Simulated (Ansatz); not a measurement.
# How Ag(100) screens a field

Aim: image plane and induced charge of Ag(100).

Main program and level: Ansatz 0.2.0; plane-wave DFT, r2SCAN, Ansatz PAW.

Report form: the programs' logs are mostly left out.

### 1. Starting point

The cell holds 5 atoms: 5 Ag. Its edges and angles: a = 2.892 Å, b = 2.892 Å, c = 26.180 Å, α = 90.0°, β = 90.0°, γ = 90.0°. Vacuum lies along c.

### 2. Atoms held, field 0

A sawtooth potential applies the field, turning back in the middle of the vacuum. With the dipole correction the typed value is the field outside the slab. The induced dipole is small, so the SCF threshold is tight.

input.yaml

```yaml
crystal:
  lattice:
    - [2.8920667351, 0.0, 0.0]
    - [0.0, 2.8920667351, 0.0]
    - [0.0, 0.0, 26.18]
  atoms:
    - { symbol: Ag, position: [0.0, 0.0, 0.3437738732] }
    - { symbol: Ag, position: [0.5, 0.5, 0.4218869366] }
    - { symbol: Ag, position: [0.0, 0.0, 0.5] }
    - { symbol: Ag, position: [0.5, 0.5, 0.5781130634] }
    - { symbol: Ag, position: [0.0, 0.0, 0.6562261268] }
kpoints:
  mp_grid: { grid: [18, 18, 1] }
hamiltonian:
  xc: r2scan
scf:
  occupations: { method: fermi_dirac, width: 0.1 }
  convergence: { dr2_threshold: 1.0e-10 }
efield:
  axis: 3
  dipole_correction: true
  ramp_position: 0.97
  ramp_width: 0.06
  amplitude: 0
output:
  forces: true
  write_potential: true
  write_density: true
  volumetric_format: npy
```

Started as:

```console
> ansatz run input.yaml --threads 4 --pin off --max-ram 6144MiB --backend cpu --events-out ev --progress --plain --runs-dir out
```

The job ended after 1.9 min (4 threads of Arm Neoverse N1, shared host; peak memory 1.2 GiB).

This step gave:

```
energy at zero smearing   : -38018.6746 eV
work function, upper face : 4.177 eV
dipole along the normal   : -5.27e-7 e·Å
```

Running mean over 2.045 Å of the planar mean; the ramp of the sawtooth is left out. Electron's electrostatic potential energy less the Fermi level against z:

```tsv
z (Å)	electron's electrostatic potential energy less the Fermi level (eV)
3.0	4.18
3.5	4.18
4.0	4.18
4.5	4.18
5.0	4.17
5.5	4.16
6.0	4.13
6.5	4.01
7.0	3.57
7.5	1.93
8.0	-1.25
8.5	-4.27
9.0	-5.64
9.5	-5.90
10.0	-5.98
10.5	-6.03
11.0	-6.07
11.5	-6.06
12.0	-6.04
12.5	-6.02
13.0	-6.02
13.5	-6.02
14.0	-6.03
14.5	-6.05
15.0	-6.07
15.5	-6.05
16.0	-6.00
16.5	-5.94
17.0	-5.78
17.5	-4.97
18.0	-2.47
18.5	0.889
19.0	3.18
19.5	3.92
20.0	4.10
20.5	4.16
21.0	4.17
21.5	4.18
22.0	4.18
22.5	4.18
23.0	4.18
```

Force by atom:

```tsv
atom	x (eV/Å)	y (eV/Å)	z (eV/Å)	size
Ag1	0.000	0.000	0.077	0.077
Ag2	0.000	0.000	-0.142	0.142
Ag3	0.000	0.000	0.000	0.000
Ag4	0.000	0.000	0.142	0.142
Ag5	0.000	0.000	-0.077	0.077
```

The work function of the upper face is 4.18 eV.

### 3. Atoms held, field 0.05 V/Å

input.yaml, as its differences from that of step 2:

```diff
@@ -23,3 +23,3 @@
   ramp_width: 0.06
-  amplitude: 0
+  amplitude: 0.05
 output:
```

The job ended after 2.3 min (4 threads; peak memory 1.3 GiB; 6.7 min of CPU time).

The dipole is 0.0262 e·Å.

### 4. Atoms held, field -0.05 V/Å

input.yaml, as its differences from that of step 3:

```diff
@@ -23,3 +23,3 @@
   ramp_width: 0.06
-  amplitude: 0.05
+  amplitude: -0.05
 output:
```

The job ended after 1.8 min (4 threads; peak memory 1.3 GiB; 6.7 min of CPU time).

The dipole is -0.0262 e·Å.

### 5. Atoms held, field 0.1 V/Å

input.yaml, as its differences from that of step 4:

```diff
@@ -23,3 +23,3 @@
   ramp_width: 0.06
-  amplitude: -0.05
+  amplitude: 0.1
 output:
```

It took 1.8 min on 4 threads; peak memory 1.2 GiB; 7.1 min of CPU time.

The dipole is 0.0524 e·Å.

### 6. Atoms held, field -0.1 V/Å

input.yaml, as its differences from that of step 5:

```diff
@@ -23,3 +23,3 @@
   ramp_width: 0.06
-  amplitude: 0.1
+  amplitude: -0.1
 output:
```

Run time: 1.8 min. Hardware: 4 threads; peak memory 1.2 GiB.

The dipole is -0.0524 e·Å.

### 7. Single point, field 0.2 V/Å

input.yaml, as its differences from that of step 6:

```diff
@@ -23,3 +23,3 @@
   ramp_width: 0.06
-  amplitude: -0.1
+  amplitude: 0.2
 output:
```

Wall time 1.9 min (4 threads); peak memory 1.3 GiB.

The dipole is 0.105 e·Å.

### 8. Atoms held, field -0.2 V/Å

input.yaml, as its differences from that of step 7:

```diff
@@ -23,3 +23,3 @@
   ramp_width: 0.06
-  amplitude: 0.2
+  amplitude: -0.2
 output:
```

Elapsed: 1.9 min, on 4 threads; peak memory 1.2 GiB.

The dipole is -0.105 e·Å.

### 9. Single point, field 0.4 V/Å

input.yaml, as its differences from that of step 8:

```diff
@@ -23,3 +23,3 @@
   ramp_width: 0.06
-  amplitude: -0.2
+  amplitude: 0.4
 output:
@@ -29 +29,2 @@
   volumetric_format: npy
+  elf: true
```

The job ended after 2 min (4 threads; peak memory 1.2 GiB).

Running mean over 2.045 Å of the planar mean, with the applied field; the ramp of the sawtooth is left out. Table of electron's electrostatic potential energy less the Fermi level by z:

```tsv
z (Å)	electron's electrostatic potential energy less the Fermi level (eV)
3	2.44
4	2.83
5	3.23
6	3.57
7	3.34
8	-1.29
9	-5.64
10	-5.99
11	-6.07
12	-6.04
13	-6.02
14	-6.03
15	-6.06
16	-5.99
17	-5.78
18	-2.44
19	3.39
20	4.64
21	5.09
22	5.49
23	5.89
```

The dipole is 0.210 e·Å.

### 10. The response

This step: plane-wave DFT, r2SCAN, Ansatz PAW; screening of a field by a metal slab (Ansatz 0.2.0).

The dipoles give the slope, and the difference of two potentials shows where the field is screened.

Numbers from this step:

| Property | Result |
| --- | --- |
| equivalent conductor thickness p/(ε₀AE) | 11.34 Å |
| distance between the outer atoms | 8.180 Å |
| inner field over outer field | 0.006372 |
| image plane, upper face | 1.661 Å |
| induced electrons on the upper face over ε₀E | -0.9859 |
| image plane, lower face | 1.661 Å |
| induced electrons on the lower face over ε₀E | 0.9859 |

Table of dipole of the cell by applied field:

```tsv
applied field (V/Å)	dipole of the cell (e·Å)
-0.200	-0.105
-0.100	-0.0524
-0.050	-0.0262
0.000	-5.3e-7
0.050	0.0262
0.100	0.0524
0.200	0.105
0.400	0.210
```

Local field over the applied field, running mean. From the potentials at -0.05 and 0.05 V/Å; running mean over 2.045 Å. Table of local field over applied field by z:

```tsv
z (Å)	local field over applied field
4.5	0.996
5.0	0.990
5.5	0.974
6.0	0.936
6.5	0.855
7.0	0.705
7.5	0.492
8.0	0.275
8.5	0.0983
9.0	-0.00135
9.5	-0.0157
10.0	-0.00321
10.5	0.00770
11.0	0.00964
11.5	0.00454
12.0	0.00304
12.5	0.00597
13.0	0.00871
13.5	0.00725
14.0	0.00376
14.5	0.00348
15.0	0.00788
15.5	0.00974
16.0	0.00133
16.5	-0.0117
17.0	-0.0136
17.5	0.0521
18.0	0.204
18.5	0.412
19.0	0.634
19.5	0.810
20.0	0.913
20.5	0.964
21.0	0.986
21.5	0.995
22.0	0.998
```

Electrons, planar mean, per unit field. Table of induced electron density by z:

z (Å), induced electron density (e/Å³ per V/Å) and a bar from the least value:
```
        5    0.00006 ##############
        6    0.00040 ###############
        7    0.00192 ######################
        8    0.00375 ##############################
        9    0.00015 ##############
       10   -0.00049 ###########
       11    0.00025 ###############
       12   -0.00009 #############
       13   -0.00001 ##############
       14    0.00018 ##############
       15   -0.00019 #############
       16    0.00022 ###############
       17    0.00011 ##############
       18   -0.00313 
       19   -0.00239 ###
       20   -0.00055 ###########
       21   -0.00009 #############
       22   -0.00001 ##############
```

By hand: between -0.05 and 0.05 V/Å the dipole changes by 0.05243 e·Å, a slope of 0.5243 e·Å²/V. A perfect conductor of thickness t has p = ε₀AEt, so t = 180.95 × 0.5243 / 8.364 = 11.34 Å (e/ε₀ = 180.95 V·Å, A in Å²). Less the 8.18 Å between the outer atoms, and halved, that puts each image plane 1.58 Å out.

The induced dipole is that of a conductor 11.34 Å thick.

### 11. The same run with other settings: scf.lower_state_search = "light"

This step: plane-wave DFT, r2SCAN, Ansatz PAW (Ansatz 0.2.0).

A run with a changed input: it repeats the earlier run at 0.05 V/Å with scf.lower_state_search to light.

input.yaml, as its differences from that of step 9:

```diff
@@ -18,2 +18,3 @@
   convergence: { dr2_threshold: 1.0e-10 }
+  lower_state_search: light
 efield:
@@ -23,3 +24,3 @@
   ramp_width: 0.06
-  amplitude: 0.4
+  amplitude: 0.05
 output:
@@ -29,2 +30 @@
   volumetric_format: npy
-  elf: true
```

Run time: 2.1 min. Hardware: 4 threads; peak memory 1.3 GiB.

Numbers from this step:

| Item | Value |
| --- | --- |
| energy at zero smearing | -38018.6752 eV |
| dipole along the normal | 0.02622 e·Å |

Force by atom:

```tsv
atom	x (eV/Å)	y (eV/Å)	z (eV/Å)	size
Ag1	0.000	0.000	0.076	0.076
Ag2	0.000	0.000	-0.141	0.141
Ag3	0.000	0.000	-0.001	0.001
Ag4	0.000	0.000	0.142	0.142
Ag5	0.000	0.000	-0.078	0.078
```

```tsv
quantity	this run	earlier run	difference
dipole along the normal (e·Å)	0.02622	0.02622	0
```

The dipole moves by under 0.5 % or 5e-5 e·Å.

### 12. A changed input

An input spoilt on purpose, to show how the run answers: it repeats the earlier run at 0.05 V/Å with efield.amplitude from 0.05 to 0 and efield.dipole_correction from true to false, and scf.max_iter set to 50.

input.yaml, as its differences from that of step 11:

```diff
@@ -18,9 +18,9 @@
   convergence: { dr2_threshold: 1.0e-10 }
-  lower_state_search: light
+  max_iter: 50
 efield:
   axis: 3
-  dipole_correction: true
+  dipole_correction: false
   ramp_position: 0.97
   ramp_width: 0.06
-  amplitude: 0.05
+  amplitude: 0
 output:
```

Run time: 0.03 s. Hardware: 4 threads; peak memory 0.03 GiB.

The program refused the input before any cycle.

The program's message: “Error: invalid value for `efield.amplitude`: is zero with dipole_correction: false — the section would apply nothing; set a non-zero amplitude, enable dipole_correction, or remove the block”

The fault put into the input: a field block that applies nothing.

### 13. What came out

* work function: 4.18 eV
* image plane, upper face: 1.66 Å
* induced electrons on the upper face over ε₀E: -0.986
* equivalent conductor thickness p/(ε₀AE): 11.3 Å
* inner field over outer field: 0.00637

The induced charge has its centre 1.66 Å outside the outermost atoms; this is the plane from which a capacitor's gap or an image potential counts. The equivalent conductor thickness exceeds the distance between the outer atoms by 3.16 Å, about the sum of the two image-plane distances. In the middle of the slab the field is screened to under 2 % of its outer value. The atoms are held at bulk positions with the tabulated experimental lattice constant.

[Logs are printed without paths, hosts, clocks, repeated set-up lines and the standing remarks that a program may print on its own settings, such as how far it seeks lower states.]

[Hosts, paths, dates, database ids (printed as entryN), source tags and the programs' standing remarks are cut or masked in the printed files.]

[Maps of the electrostatic potential energy from Ansatz leave out the sawtooth potential of an applied field or a dipole correction, so their vacuum need not be flat; planar profiles and work functions include it.]
